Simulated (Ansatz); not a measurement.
# Lattice dynamics of HfCdS3 (model cell, started as cubic perovskite with Hf in the octahedra), part 2 of 2

Wanted: vibrations and spectra of HfCdS3 (model cell, started as cubic perovskite with Hf in the octahedra); the cell is already relaxed. After the zone centre comes a 2×2×2 q mesh on a 8×8×8 k mesh.

Ansatz 0.2.0; DFT PBEsol, scalar-relativistic, plane waves, PAW; PAW set soft_1.

So far. Step 2 (Zone-centre response): Before it was imposed, the acoustic sum rule was missed by 3.8e-5 eV/Å². Small misses are needed for a sound result but don't prove that mesh and cutoff are converged. The lowest optical mode is imaginary, 134.9i cm⁻¹, so the energy falls along it.

The structure was built from a prototype and need not be the compound's stable phase.

## Step 3: Response at finite wavevector

Stability and thermal properties need the whole zone. Linear response on a 2×2×2 q mesh gives force constants as far as a supercell of that size would.

input.yaml

```yaml
crystal:
  lattice:
    - [4.883728423, 0.0, 0.0]
    - [0.0, 4.883728423, 0.0]
    - [0.0, 0.0, 4.883728423]
  atoms:
    - { symbol: Cd, position: [0.0, 0.0, 0.0] }
    - { symbol: Hf, position: [0.5, 0.5, 0.5] }
    - { symbol: S, position: [0.5, 0.5, 0.0] }
    - { symbol: S, position: [0.5, 0.0, 0.5] }
    - { symbol: S, position: [0.0, 0.5, 0.5] }
kpoints:
  mp_grid: { grid: [8, 8, 8] }
hamiltonian:
  xc: pbesol
  pseudopotentials: { kind: paw, azcp: { folder: soft_1 }, xc_functional: pbe }
scf:
  occupations: { method: methfessel_paxton, width: 0.2 }
output:
  eigenvalues: true
phonons:
  method: dfpt
  qmesh: [2, 2, 2]
  temperatures: { t_max: 1000, t_step: 50 }
  qpath:
    path:
      - [[0.0, 0.0, 0.0], [0.0, 0.5, 0.0], [0.5, 0.5, 0.0], [0.0, 0.0, 0.0], [0.5, 0.5, 0.5], [0.0, 0.5, 0.0]]
      - [[0.5, 0.5, 0.5], [0.5, 0.5, 0.0]]
    npoints: 10
```

Started as:

```bash
$ ansatz run input.yaml --threads 4 --pin off --max-ram 16384MiB --backend cpu --events-out ev --progress --plain --runs-dir out
```

Numbers of over 12 decimals in the logs are rounded to 6 here.

What it wrote:

```text
[...]
Crystal: 5 atoms, lattice volume = 116.481 Å³
Basis set: ecut = 420 eV, 2301 PW (Γ), exchange–correlation on 72×72×72 points (8 copies of the dense FFT grid, shifted against one another)
Bands: 39, of which v1, the nominal top of the filled ones, is band 32 counted from 1 (31 counted from 0)
Symmetry: 48 space group operations
k-points: 35 of 512
[...]
SCF iter   1: F=—  HF=-26442.509000 eV  |F-HF|=—  |Δ(HF+E_count)|=         —  Δρ=5.07e-2  dr2=7.57e0  ethr=3.10e-3  ⟨swp⟩=6.4  Hψ=5631  notcnv=0
[...]
SCF iter  14: F=-26440.574053 eV  HF=-26440.574053 eV  |F-HF|=7.28e-12  |Δ(HF+E_count)|=  7.28e-12  S|Δr|=    0.00e0  Δρ=3.33e-8  dr2=1.66e-12  ethr=1.00e-12  ⟨swp⟩=5.6  Hψ=5837  notcnv=0
SCF 1 converged in 14 iterations: F = -26440.574053 eV  dr2 = 1.66e-12
[...]
iter 1 solved again at ethr=7.52e-7 eV; its pass at ethr=3.10e-3 eV (dr2=4.81e-4 eV) is discarded
SCF iter   1: F=—  HF=-26440.574046 eV  |F-HF|=—  |Δ(HF+E_count)|=         —  Δρ=1.78e-6  dr2=5.16e-9  ethr=7.52e-7  ⟨swp⟩=3.7  Hψ=9038  notcnv=0
eigensolver tolerance schedule: the retry pair's looser diagonalisation over-reported the residual by 93321.64 of it (diagonalisation noise at an unbounded share of the residual, at the tolerance the schedule requests for it); recorded, not acted on — ethr = c·dr2/N_el stays at c = 1.0e-1
[...]
SCF iter   2: F=—  HF=-26440.574053 eV  |F-HF|=—  |Δ(HF+E_count)|=   6.98e-6  S|Δr|=    0.00e0  Δρ=3.00e-6  dr2=1.71e-8  ethr=8.06e-12  ⟨swp⟩=4.6  Hψ=4147  notcnv=0
[...]
SCF iter   8: F=-26440.574053 eV  HF=-26440.574053 eV  |F-HF|=7.28e-12  |Δ(HF+E_count)|=  7.28e-12  S|Δr|=    0.00e0  Δρ=3.72e-8  dr2=2.25e-12  ethr=1.00e-12  ⟨swp⟩=2.1  Hψ=3667  notcnv=0
SCF 2 converged in 8 iterations: F = -26440.574053 eV  dr2 = 2.25e-12
phonons: the bands overlap, so this run is a metal and interpolates without the dipole-dipole term. If the crystal is really an insulator or semiconductor, its LO-TO splitting is missing
NSCF: frozen V_eff on 35 k-points
[...]
DFPT response loops at q = (0, 0, 0) (fractional): preconditioner auto → Kerker (q_TF=auto, 2.469 Å⁻¹) (partly filled bands, converged f_vac=0.015); β = 1.00, the filter's whole step (`scf.mixing.beta` (0.50) is not read by the response loops under this deck's `scf.mixing.preconditioner`; to damp them name `kerker` or `kerker_dos`, under which they read `scf.mixing.beta`, and type it under 1.00, their step now; both keys bind the ground state too); Broyden in place of MSR1
[...]
SCF converged after 14 iterations
[...]
Free energy (F): -26440.574053 eV
[...]
Internal energy: -26440.564385 eV  (E = F + TS)
E sigma→0 (E₀):  -26440.571636 eV
Entropy (-TS):   -0.009668 eV (-1.934 meV/atom)
Fermi energy:    8.091069 eV
[...]
--- Band table (eV; the first three rows and the last of 35) ---
  k-point 0: bands = [... 28 lower, 7.0581, 7.0581, 7.6716, 7.6716, 7.6716, 9.0414, 9.0414, 9.0414, ... 3 higher]
  k-point 1: bands = [... 28 lower, 6.8270, 7.0025, 7.5600, 7.5600, 7.5978, 9.0498, 9.5374, 9.5374, ... 3 higher]
  k-point 2: bands = [... 28 lower, 6.3080, 6.8761, 7.5372, 7.5372, 8.1784, 9.0702, 10.4838, 10.4838, ... 3 higher]
  k-point 34: bands = [... 28 lower, 4.1828, 6.6121, 8.3364, 8.3364, 8.3364, 12.2681, 12.2681, 12.2681, ... 3 higher]
--- Phonons (Γ-DFPT): 4 representative perturbations + reference (Σ response iterations 12) ---
  ASR residual: 3.361e-5 → 0.000e0 eV/Å²; symmetrization residual: 3.209e-6 eV/Å²
  ASR residual per site (eV/Å²): 3.36e-5 1.16e-5 7.76e-6 7.76e-6 7.76e-6
[...]
--- Phonons (arbitrary-q DFPT): 4 irreducible q on the 2×2×2 mesh ---
  q = [0.0000, 0.0000, 0.0000] (star 1, of the zone-centre solve; hermiticity 4.70e-7, symmetrization 1.39e-11): -134.87 -134.87 -134.87 -112.33 -112.33 -112.33 -41.86 -41.86 -41.86 -0.00 0.00 0.00 364.46 364.46 364.46
  q = [0.0000, 0.0000, -0.5000] (star 3, 9 solved perturbations in 975 linear systems a pass and spin channel, the states on 125 of 512 k-point pairs; hermiticity 7.49e-7, symmetrization 4.62e-13): -127.52 -113.20 -113.20 -70.81 -70.81 -53.15 -30.68 -30.68 -6.30 58.32 58.32 146.08 366.59 366.59 426.37
[...]
sum rule: each row above includes the acoustic sum rule's correction from the zone centre's row sums; it moved no ω² by more than (0.29 cm⁻¹)²
  mesh force constants: q→R imaginary residual 2.80e-18; ASR residual 3.361e-5 → 0.000e0 eV/Å²; symmetrization residual 8.882e-15 eV/Å²
  interpolated dispersion: 62 rows × 15 modes
  density of states and harmonic sums: on the 14×14×14 q-mesh, interpolated from the force constants of a 2×2×2 supercell (no non-analytic term)
  largest difference from the sums on the solved wave vectors: F 1.28e-1 eV, S 1.90e-4 and C_V 6.18e-5 eV/K
  zero-point energy: 0.103726 eV/cell   skipped modes (ω ≤ 0): 830, of them read as no rigid motion or as one in doubt: 827 (6.782e0 modes/cell left out, lowest -192.07 cm⁻¹)   left out of the sums: 4.52e-1 of the cell's modes: C_V's classical limit lies that fraction below 3 k_B per atom; for a crystal, a wire or a layer, F and S can be off by more, and a phonons.interpolated_qmesh denser along its periods is the remedy for the sampling
```

Run time: 5.2 min. Hardware: 4 threads of Arm Neoverse V2, shared host; peak memory 1.6 GiB; 20 min of CPU time.

Numbers from this step:

```
sum-rule residual before enforcement                    : 3.36e-5 eV/Å²
lowest frequency on the path                            : -192.1 cm⁻¹
highest frequency on the path or at a solved wavevector : 476.4 cm⁻¹
lowest mode on the q mesh (acoustic modes at Γ apart)   : -192.1 cm⁻¹
```

Frequencies (cm⁻¹) solved at each irreducible wavevector; negative means imaginary. Frequencies by wavevector, by row:

| q in reciprocal lattice units | star | mode 1 | mode 2 | mode 3 | mode 4 | mode 13 | mode 14 | mode 15 |
| --- | --- | --- | --- | --- | --- | --- | --- | --- |
| 0 0 0 | 1 | -134.9 | -134.9 | -134.9 | -112.3 | 364.5 | 364.5 | 364.5 |
| 0 0 -0.5 | 3 | -127.5 | -113.2 | -113.2 | -70.8 | 366.6 | 366.6 | 426.4 |
| 0 -0.5 -0.5 | 3 | -192.1 | -96.3 | -96.3 | -64.2 | 369.7 | 379.5 | 456.5 |
| -0.5 -0.5 -0.5 | 1 | -188.8 | -188.8 | -188.8 | -64.7 | 377.6 | 377.6 | 476.4 |

Interpolated from a 2×2×2 q mesh. Phonon branches along the path, in cm⁻¹:

| point | branch 1 | branch 2 | branch 3 | branch 4 | branch 12 | branch 13 | branch 14 | branch 15 |
| --- | --- | --- | --- | --- | --- | --- | --- | --- |
| Γ | -135 | -135 | -135 | -112 | 0 | 364 | 364 | 364 |
| halfway | -131 | -121 | -121 | -92 | 103 | 366 | 366 | 395 |
| X | -128 | -113 | -113 | -71 | 146 | 367 | 367 | 426 |
| halfway | -164 | -101 | -96 | -67 | 145 | 368 | 376 | 438 |
| M | -192 | -96 | -96 | -64 | 144 | 370 | 380 | 456 |
| halfway | -150 | -104 | -104 | -85 | 104 | 367 | 374 | 413 |
| Γ | -135 | -135 | -135 | -112 | 0 | 364 | 364 | 364 |
| halfway | -153 | -137 | -137 | -71 | 109 | 374 | 374 | 429 |
| R | -189 | -189 | -189 | -65 | 157 | 378 | 378 | 476 |
| halfway | -165 | -152 | -139 | -69 | 146 | 374 | 377 | 449 |
| X | -128 | -113 | -113 | -71 | 146 | 367 | 367 | 426 |
| jump to R | -189 | -189 | -189 | -65 | 157 | 378 | 378 | 476 |
| halfway | -190 | -156 | -156 | -66 | 146 | 376 | 379 | 465 |
| M | -192 | -96 | -96 | -64 | 144 | 370 | 380 | 456 |

Tetrahedra on a 14×14×14 mesh, mean over bins of 10 cm-1. Interpolated from a 2×2×2 q mesh. Table of phonon density of states by wavenumber; read off at these points:

| wavenumber (cm⁻¹) | phonon density of states (1/cm⁻¹/cell) |
| --- | --- |
| -195 | 6.1e-4 |
| -175 | 0.0208 |
| -145 | 0.0306 |
| -125 | 0.0374 |
| -115 | 0.0566 |
| -105 | 0.0543 |
| -75 | 0.0507 |
| -65 | 0.131 |
| -55 | 0.0450 |
| -35 | 0.0266 |
| -15 | 0.0162 |
| 15 | 0.0156 |
| 35 | 0.0176 |
| 55 | 0.0292 |
| 85 | 0.0368 |
| 105 | 0.0417 |
| 125 | 0.0563 |
| 135 | 0.0575 |
| 155 | 0.00646 |
| 175 | 0 |
| 195 | 0 |
| 225 | 0 |
| 245 | 0 |
| 265 | 0 |
| 295 | 0 |
| 315 | 0 |
| 335 | 0 |
| 355 | 0 |
| 375 | 0.131 |
| 385 | 0.00307 |
| 405 | 0.00623 |
| 425 | 0.0160 |
| 455 | 0.0155 |
| 475 | 0.00151 |

The partial phonon density of states has structure finer than the step of the table below, so its rows give means over 25 cm⁻¹, whole bins alone (the curve runs from -200 to 499 cm⁻¹). Peaks (cm⁻¹: height): Cd -68.2: 0.101; Hf -33.0: 0.0149, 28.6: 0.0270, 72.5: 0.0327, 107.7: 0.0366, 134.1: 0.0422, 371.5: 0.00553; S -112.1: 0.0566, 120.9: 0.0267, 371.5: 0.113.

Phonopy on the run's constants, 11x11x11 mesh, Gaussian sigma 5.0 cm-1. Interpolated from a 2×2×2 q mesh. The partial phonon density of states by wavenumber; means over each step; values in 1/cm⁻¹/cell:

| wavenumber (cm⁻¹) | Cd | Hf | S |
| --- | --- | --- | --- |
| -175 | 1.5e-5 | 1.8e-6 | 0.0201 |
| -150 | 1.3e-4 | 1.1e-5 | 0.0277 |
| -125 | 0.00154 | 1.1e-4 | 0.0399 |
| -100 | 0.00852 | 3.2e-4 | 0.0331 |
| -75 | 0.0533 | 5.9e-4 | 0.0126 |
| -50 | 0.0326 | 0.00329 | 0.00514 |
| -25 | 0.0103 | 0.00696 | 0.00635 |
| 0 | 0.00297 | 0.00121 | 0.00255 |
| 25 | 0.00234 | 0.0168 | 0.00471 |
| 50 | 0.00338 | 0.00342 | 0.0132 |
| 75 | 0.00213 | 0.0195 | 0.0175 |
| 100 | 0.00127 | 0.0179 | 0.0211 |
| 125 | 9.2e-4 | 0.0287 | 0.0248 |
| 150 | 5.7e-4 | 0.0174 | 0.0120 |
| 175 | 4.2e-6 | 1.4e-5 | 1.6e-4 |
| 200 | 0 | 0 | 0 |
| 225 | 0 | 0 | 0 |
| 250 | 0 | 0 | 0 |
| 275 | 0 | 0 | 0 |
| 300 | 0 | 0 | 0 |
| 325 | 0 | 0 | 0 |
| 350 | 0 | 3.7e-4 | 0.00555 |
| 375 | 0 | 0.00312 | 0.0718 |
| 400 | 0 | 1.6e-4 | 0.00651 |
| 425 | 0 | 1.5e-4 | 0.0141 |
| 450 | 0 | 9.2e-5 | 0.0152 |
| 475 | 0 | 1.0e-5 | 0.00302 |

Symmetry leaves 4 wavevectors to solve. The lowest mode among them, the acoustic zeros apart, lies at q = (0, -0.5, -0.5) and is imaginary, 192.1i cm⁻¹, so the energy falls along it.

## Step 4: What came out

| Quantity | Value |
| --- | --- |
| space group (within 0.01 Å) | Pm-3m |
| volume per atom | 23.3 Å³ |
| electronic character | no gap on this mesh |
| highest optical mode at the zone centre (no LO-TO term) | 364 cm⁻¹ |
| lowest optical zone-centre mode | -135 cm⁻¹ |
| lowest mode on the q mesh (acoustic modes at Γ apart) | -192 cm⁻¹ |
| highest frequency on the path or at a solved wavevector | 476 cm⁻¹ |
| imaginary modes on the 2×2×2 q mesh | yes |

Modes are clearly imaginary (beyond 10i cm⁻¹) at 4 of the 4 irreducible wavevectors, most at q = (0, -0.5, -0.5) (192.1i cm⁻¹), so this structure is not a minimum of the energy. The optical modes at Γ span -135 to 364 cm⁻¹ (negative means imaginary). The highest mode in this list at Γ, 364.5 cm⁻¹, is mostly motion of S (94 % of the kinetic energy). With no gap, or one that is small against the smearing, the frequencies hang on the k mesh and the smearing, most of all near Kohn anomalies. Spin-orbit coupling is left out, which can matter for the heavy elements here. The PAW files were made for PBE and serve the other functionals too. The starting cell was built on a prototype and not taken from a measurement, so the phase need not exist. These are harmonic frequencies at zero temperature: anharmonic shifts, linewidths and thermal expansion are left out.

[Logs are printed without paths, hosts, clocks, repeated set-up lines and the standing remarks that a program may print on its own settings, such as how far it seeks lower states.]

[Hosts, paths, dates, database ids (printed as entryN), source tags and the programs' standing remarks are cut or masked in the printed files.]
